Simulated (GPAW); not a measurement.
# Al3Fe13 (bcc Fe13Al3): moments or none

Aim: find out whether Al3Fe13 (bcc Fe13Al3) carries moments when they start parallel, and what they gain.

Calculated with GPAW 26.7.0; PBE; plane waves with GPAW's PAW setups, scalar-relativistic.

### Step 1. Starting point

The structure is tetragonal, space group P4/mmm (No. 123). Conventional cell: a = 5.872 Å, b = 5.872 Å, c = 5.872 Å, α = 90.00°, β = 90.00°, γ = 90.00°. Nearest to Al lie 8 Fe at 2.54 Å. Nearest to Fe lie 5 Fe at 2.54 Å and 3 Al at 2.54 Å. Nearest to Fe lie 8 Fe at 2.54 Å. Fe has 8 Fe at 2.54 Å nearest. Nearest to Fe lie 8 Fe at 2.54 Å. ordered model alloy on an ideal lattice, lattice constant by linear interpolation, atoms not relaxed. Farther neighbours are not listed.

The cell is a made-up one and need not be a known phase.

### Step 2. Run 1 (ferro +++++++++++++)

The parallel start comes first: it fits the smallest cell, keeps the most symmetry and shows whether parallel moments form.

The input, order1.py:

```python
import json
import numpy as np
from ase import Atoms
from ase.parallel import paropen, parprint
from gpaw import GPAW

atoms = Atoms(['Al', 'Fe', 'Al', 'Fe', 'Fe', 'Fe', 'Fe', 'Fe', 'Fe', 'Fe', 'Fe', 'Fe', 'Fe', 'Fe', 'Al', 'Fe'],
    cell=[[5.87225, 0.0, 0.0],
         [0.0, 5.87225, 0.0],
         [0.0, 0.0, 5.87225]],
    scaled_positions=[[0.0, 0.0, 0.0],
         [0.25, 0.25, 0.25],
         [0.0, 0.0, 0.5],
         [0.25, 0.25, 0.75],
         [0.0, 0.5, 0.0],
         [0.25, 0.75, 0.25],
         [0.0, 0.5, 0.5],
         [0.25, 0.75, 0.75],
         [0.5, 0.0, 0.0],
         [0.75, 0.25, 0.25],
         [0.5, 0.0, 0.5],
         [0.75, 0.25, 0.75],
         [0.5, 0.5, 0.0],
         [0.75, 0.75, 0.25],
         [0.5, 0.5, 0.5],
         [0.75, 0.75, 0.75]],
    pbc=True,
    magmoms=[0.0, 2.4, 0.0, 2.4, 2.4, 2.4, 2.4, 2.4, 2.4, 2.4, 2.4, 2.4, 2.4, 2.4, 0.0, 2.4])
atoms.calc = GPAW(mode={'name': 'pw', 'ecut': 450},
    xc='PBE',
    kpts={'size': (7, 7, 7), 'gamma': True},
    occupations={'name': 'fermi-dirac', 'width': 0.05},
    convergence={'density': 1e-05, 'energy': 1e-05},
    maxiter=200,
    mixer={'name': 'pulay', 'beta': 0.04, 'nmaxold': 8, 'weight': 100},
    symmetry={'tolerance': 1e-4},
    txt='order1.txt')
e = atoms.get_potential_energy(force_consistent=True)
res = {'free_energy': e, 'energy_sigma0': atoms.get_potential_energy(), 'fermi_energy': atoms.calc.get_fermi_level()}
res['moments'] = atoms.get_magnetic_moments().tolist()
res['total'] = atoms.get_magnetic_moment()
parprint('site moments (muB):', np.round(res['moments'], 3))
parprint(f"total moment: {res['total']:.3f} muB")
parprint(f'free energy: {e:.6f} eV')
atoms.calc.write('order1.gpw')
with paropen('results.json', 'w') as f:
    json.dump(res, f)
```

The run is started by

```console
OMP_NUM_THREADS=1 mpirun -n 4 gpaw python order1.py > order1.log
```

Numbers of over 12 decimals in the logs are rounded to 6 here.

What it wrote:

```text
site moments (muB): [-0.094  2.296 -0.085  2.296  2.561  2.296  2.46   2.296  2.561  2.296
  2.46   2.296  2.618  2.296 -0.094  2.296]
total moment: 30.146 muB
free energy: -129.703021 eV

--- order1.txt ---
Input parameters:
  mode=PW(ecut=450),
  convergence={'density': 1e-05, 'energy': 1e-05},
  kpts=MonkhorstPack(size=(7, 7, 7), gamma=True),
  maxiter=200,
  mixer=Pulay(name='pulay', nmaxold=8, beta=0.04, weight=100, sigma=0.015, g_ss=None),
  occupations=Occupations(name='fermi-dirac', width=0.05),
  symmetry=Symmetry(tolerance=0.0001),
  xc=XC(name='PBE')

Diagonalizing LCAO Hamiltonian
Converting LCAO to pw mode
     .-------------.
    /|             |
   / |             |
  /  | Fe      Fe  |
 *   |             |
 | FeFe   Al Fe    |
 |   | Fe      Fe  |
 Al  .--Fe---------.
 |  /Fe      Fe   /
 | /e     Fe     /
 |/             /
 Al-----Fe-----*

Atoms  # Å, Bohr magnetons
|    | symbol |        x |        y |        z |    initial magnetic moments |
|----|--------|----------|----------|----------|-----------------------------|
|  0 |     Al | 0.000000 | 0.000000 | 0.000000 | ( 0.0000,  0.0000,  0.0000) |
|  1 |     Fe | 1.468063 | 1.468063 | 1.468063 | ( 0.0000,  0.0000,  2.4000) |
|  2 |     Al | 0.000000 | 0.000000 | 2.936125 | ( 0.0000,  0.0000,  0.0000) |
|  3 |     Fe | 1.468063 | 1.468063 | 4.404187 | ( 0.0000,  0.0000,  2.4000) |
|  4 |     Fe | 0.000000 | 2.936125 | 0.000000 | ( 0.0000,  0.0000,  2.4000) |
|  5 |     Fe | 1.468063 | 4.404187 | 1.468063 | ( 0.0000,  0.0000,  2.4000) |
|  6 |     Fe | 0.000000 | 2.936125 | 2.936125 | ( 0.0000,  0.0000,  2.4000) |
|  7 |     Fe | 1.468063 | 4.404187 | 4.404187 | ( 0.0000,  0.0000,  2.4000) |
|  8 |     Fe | 2.936125 | 0.000000 | 0.000000 | ( 0.0000,  0.0000,  2.4000) |
|  9 |     Fe | 4.404187 | 1.468063 | 1.468063 | ( 0.0000,  0.0000,  2.4000) |
| 10 |     Fe | 2.936125 | 0.000000 | 2.936125 | ( 0.0000,  0.0000,  2.4000) |
| 11 |     Fe | 4.404187 | 1.468063 | 4.404187 | ( 0.0000,  0.0000,  2.4000) |
| 12 |     Fe | 2.936125 | 2.936125 | 0.000000 | ( 0.0000,  0.0000,  2.4000) |
| 13 |     Fe | 4.404187 | 4.404187 | 1.468063 | ( 0.0000,  0.0000,  2.4000) |
| 14 |     Al | 2.936125 | 2.936125 | 2.936125 | ( 0.0000,  0.0000,  0.0000) |
| 15 |     Fe | 4.404187 | 4.404187 | 4.404187 | ( 0.0000,  0.0000,  2.4000) |

Unit cell  # Å
| periodic |        x |        y |        z |  lengths |    angles |
|----------|----------|----------|----------|----------|-----------|
|      yes | 5.872250 | 0.000000 | 0.000000 | 5.872250 | 90.000000 |
|      yes | 0.000000 | 5.872250 | 0.000000 | 5.872250 | 90.000000 |
|      yes | 0.000000 | 0.000000 | 5.872250 | 5.872250 | 90.000000 |

Number of symmetries: 16

BZ-sampling:
  Number of BZ points: 343
  Number of IBZ points: 40

  Monkhorst-Pack size: [7, 7, 7]
  Monkhorst-Pack shift: [0, 0, 0]

K-points  # in reciprocal-cell coordinates
|     |                                coordinates |     weight |
|-----|--------------------------------------------|------------|
|   0 | (  0.00000000,   0.00000000,   0.00000000) | 0.00291545 |
|   1 | (  0.00000000,   0.00000000,   0.14285714) | 0.00583090 |
|   2 | (  0.00000000,   0.00000000,   0.28571429) | 0.00583090 |
|   3 | (  0.00000000,   0.00000000,   0.42857143) | 0.00583090 |
|   4 | (  0.14285714,   0.00000000,   0.00000000) | 0.01166181 |
|   5 | (  0.14285714,   0.00000000,   0.14285714) | 0.02332362 |
|   6 | (  0.14285714,   0.00000000,   0.28571429) | 0.02332362 |
|   7 | (  0.14285714,   0.00000000,   0.42857143) | 0.02332362 |
|   8 | (  0.14285714,   0.14285714,   0.00000000) | 0.01166181 |
|   9 | (  0.14285714,   0.14285714,   0.14285714) | 0.02332362 |
| ... |                                            |            |
|  39 | (  0.42857143,   0.42857143,   0.42857143) | 0.02332362 |

Plane wave coefficients: 4410
Cutoff: 450.000000 eV

Spin-components: 2 (collinear spins)
Bands:           91
Projectors:      93
Spin-degeneracy: 1
Datatype:        complex128

Parallelization:
  kpt:    4
  domain: 1
  band:   1

Density:
  Valence electrons: 113.0
  Components: 2
  Grid points: [30 30 30]
  Charge: 0.0  # |e|

Potential:
  Grid points: [30 30 30]

species:
  Al:
    name:    Aluminium
    Z:       13.0
    valence: 3
    core:    10
    charge:  0.0  # [|e|]
    compensation charges:
      type: gauss
      rc: 0.34  # [Å]
      lmax: 2
    cutoffs:
      filter: 1.91  # [Å]
      core: 2.36  # [Å]
    projectors
    | kind |    occ | energy [eV] | rcut [Å] |
    |------|--------|-------------|----------|
    |   3s |  2.000 |      -7.753 |    1.085 |
    |   3p |  1.000 |      -2.712 |    1.085 |
    |    s |        |      19.459 |    1.085 |
    |    p |        |      24.499 |    1.085 |
    |    d |        |       0.000 |    1.085 |

    Using partial waves for Al as LCAO basis

  Fe:
    name:    Iron
    Z:       26.0
    valence: 8
    core:    18
    charge:  0.0  # [|e|]
    compensation charges:
      type: gauss
      rc: 0.33  # [Å]
      lmax: 2
    cutoffs:
      filter: 2.06  # [Å]
      core: 2.67  # [Å]
    projectors
    | kind |    occ | energy [eV] | rcut [Å] |
    |------|--------|-------------|----------|
    |   4s |  2.000 |      -5.291 |    1.164 |
    |   4p |  0.000 |      -1.326 |    1.058 |
    |   3d |  6.000 |      -7.505 |    1.058 |
    |    s |        |      21.920 |    1.164 |
    |    p |        |      25.885 |    1.058 |
    |    d |        |      19.706 |    1.058 |

    Using partial waves for Fe as LCAO basis

Reference energy: -469863.179594  # eV

eigensolver:
  PPCG
  Converge bands: occupied
  niter=2

density mixing:
  Pulay-Mixer
  Linear mixing parameters: 0.04
  Old densities: 8
  Fourier metric: weight=100, sigma=0.015

occupation numbers:
  Fermi-Dirac:
    width: 0.0500  # eV

poisson solver:
  ecut: 3600.000000  # eV

xc functional:
  name: PBE with 2 nearest neighbor stencil

convergence criteria:
- Maximum integral of absolute [dens]ity change: 1e-05 electrons / valence electron
- Maximum [total energy] change in last 3 cyles: 1e-05 eV / valence electron
- Maximum integral of absolute [eigenst]ate change: 4e-08 eV^2 / valence electron
maximum number of iterations: 200

SCF iterations
|iter     |      energy | eigst |  dens |  magmom |
|---------|-------------|-------|-------|---------|
|iter:   1|       0s | -127.977076 | +0.47 |       | +31.2740|
|iter:   2|       7s | -128.345645 | -1.15 | -1.09 | +31.2082|
|iter:   3|      13s | -128.378789 | -2.06 | -1.10 | +31.1261|
|iter:   4|      19s | -128.632874 | -1.90 | -1.12 | +30.7361|
|iter:   5|      25s | -128.907444 | -2.38 | -1.24 | +30.5031|
|iter:   6|      31s | -129.046960 | -2.81 | -1.30 | +30.3990|
|iter:   7|      37s | -129.393359 | -2.36 | -1.36 | +30.1047|
|iter:   8|      43s | -129.547968 | -2.34 | -1.54 | +30.0413|
|iter:   9|      49s | -129.561099 | -2.67 | -1.63 | +29.9167|
|iter:  10|      55s | -129.615844 | -3.05 | -1.79 | +29.8051|
[... 20 iterations left out ...]
|iter:  31|     180s | -129.646179c| -7.50c| -4.05 | +30.1395|
|iter:  32|     183s | -129.646183c| -7.53c| -4.30 | +30.1410|
|iter:  33|     187s | -129.646189c| -7.80c| -4.42 | +30.1432|
|iter:  34|     190s | -129.646192c| -8.25c| -4.41 | +30.1438|
|iter:  35|     193s | -129.646196c| -8.16c| -4.44 | +30.1443|
|iter:  36|     196s | -129.646203c| -7.88c| -4.58 | +30.1454|
|iter:  37|     200s | -129.646204c| -8.09c| -4.90 | +30.1457|
|iter:  38|     203s | -129.646204c| -8.89c| -4.92 | +30.1455|
|iter:  39|     206s | -129.646204c| -9.07c| -4.96 | +30.1457|
|iter:  40|     209s | -129.646204c| -9.43c| -5.06c| +30.1457|

Converged in 40 steps
Energy contributions relative to reference atoms: (reference = -469863.179594)

Energy contributions:
  Kinetic:          90.467513
  Coulomb:         -72.252452
  Zero:              1.876846
  External:          0.000000
  Xc:             -149.681296
  Entropy:          -0.113632
  Spinorbit:         0.000000
  ----------------------------
  Free energy:    -129.703021
  Extrapolated:   -129.646204

dipole moment: (-48.806051, -48.806051, -53.129553)  # |e|*Ang

Total magnetic moment: (0.000000, 0.000000, 30.145725)

Local magnetic moments
|        x |        y |         z |
|----------|----------|-----------|
| 0.000000 | 0.000000 | -0.094304 |  # Al   0
| 0.000000 | 0.000000 |  2.296447 |  # Fe   1
| 0.000000 | 0.000000 | -0.085422 |  # Al   2
| 0.000000 | 0.000000 |  2.296447 |  # Fe   3
| 0.000000 | 0.000000 |  2.560614 |  # Fe   4
| 0.000000 | 0.000000 |  2.296447 |  # Fe   5
| 0.000000 | 0.000000 |  2.460337 |  # Fe   6
| 0.000000 | 0.000000 |  2.296447 |  # Fe   7
| 0.000000 | 0.000000 |  2.560614 |  # Fe   8
| 0.000000 | 0.000000 |  2.296447 |  # Fe   9
| 0.000000 | 0.000000 |  2.460337 |  # Fe  10
| 0.000000 | 0.000000 |  2.296447 |  # Fe  11
| 0.000000 | 0.000000 |  2.618386 |  # Fe  12
| 0.000000 | 0.000000 |  2.296447 |  # Fe  13
| 0.000000 | 0.000000 | -0.093981 |  # Al  14
| 0.000000 | 0.000000 |  2.296447 |  # Fe  15

Fermi level: 8.969
Eigenvalues  # (at kpt = [0.000, 0.000, 0.000])
| band index |      eig [eV] | occ [0-1] |      eig [eV] | occ [0-1] |
|------------|---------------|-----------|---------------|-----------|
|          0 |        -0.280 |     1.000 |        -0.255 |     1.000 |
|        ... |               |           |               |           |
|         51 |         7.693 |     1.000 |         9.789 |     0.000 |
|         52 |         7.693 |     1.000 |         9.802 |     0.000 |
|         53 |         7.717 |     1.000 |         9.921 |     0.000 |
|         54 |         7.773 |     1.000 |        10.192 |     0.000 |
|         55 |         7.801 |     1.000 |        10.192 |     0.000 |
|         56 |         7.801 |     1.000 |        10.302 |     0.000 |
|         57 |         7.843 |     1.000 |        10.458 |     0.000 |
|         58 |         7.872 |     1.000 |        10.518 |     0.000 |
|         59 |         7.913 |     1.000 |        10.518 |     0.000 |
|         60 |         7.913 |     1.000 |        10.541 |     0.000 |
|         61 |         7.934 |     1.000 |        10.551 |     0.000 |
|         62 |         7.949 |     1.000 |        10.588 |     0.000 |
|         63 |         7.982 |     1.000 |        10.593 |     0.000 |
|         64 |         8.060 |     1.000 |        10.594 |     0.000 |
|         65 |         8.148 |     1.000 |        10.696 |     0.000 |
|        ... |               |           |               |           |
|         90 |        16.122 |     0.000 |        16.749 |     0.000 |

No gap
No difference between direct/indirect transitions
```

The job ended after 3.7 min (4 MPI ranks of AMD EPYC 9R45, shared host; peak memory 1.6 GiB; 15 min of CPU time).

Spin moment in the augmentation sphere by atom:

```tsv
atom	spin moment in the augmentation sphere (μB)
Al1	-0.09
Fe2	2.30
Al3	-0.09
Fe4	2.30
Fe5	2.56
Fe6	2.30
Fe7	2.46
Fe8	2.30
Fe9	2.56
Fe10	2.30
Fe11	2.46
Fe12	2.30
Fe13	2.62
Fe14	2.30
Al15	-0.09
Fe16	2.30
```

This step gave:

```yaml
magnetization: 30.15 μB
final_state: ferromagnetic
```

After 40 cycles the largest moment stands at 2.62 μB.

(Part 1 of 2 ends here.)

[Logs and program files are shortened in this print: banners, set-up blocks, solver, clock and traceback lines can be left out without a mark of their own.]

[Logs are printed without paths, hosts, clocks, repeated set-up lines and the standing remarks that a program may print on its own settings, such as how far it seeks lower states.]

[Hosts, paths, dates, database ids (printed as entryN), source tags and the programs' standing remarks are cut or masked in the printed files.]

[Where a cell is said to come from a database of computed structures, the database is the Materials Project.]
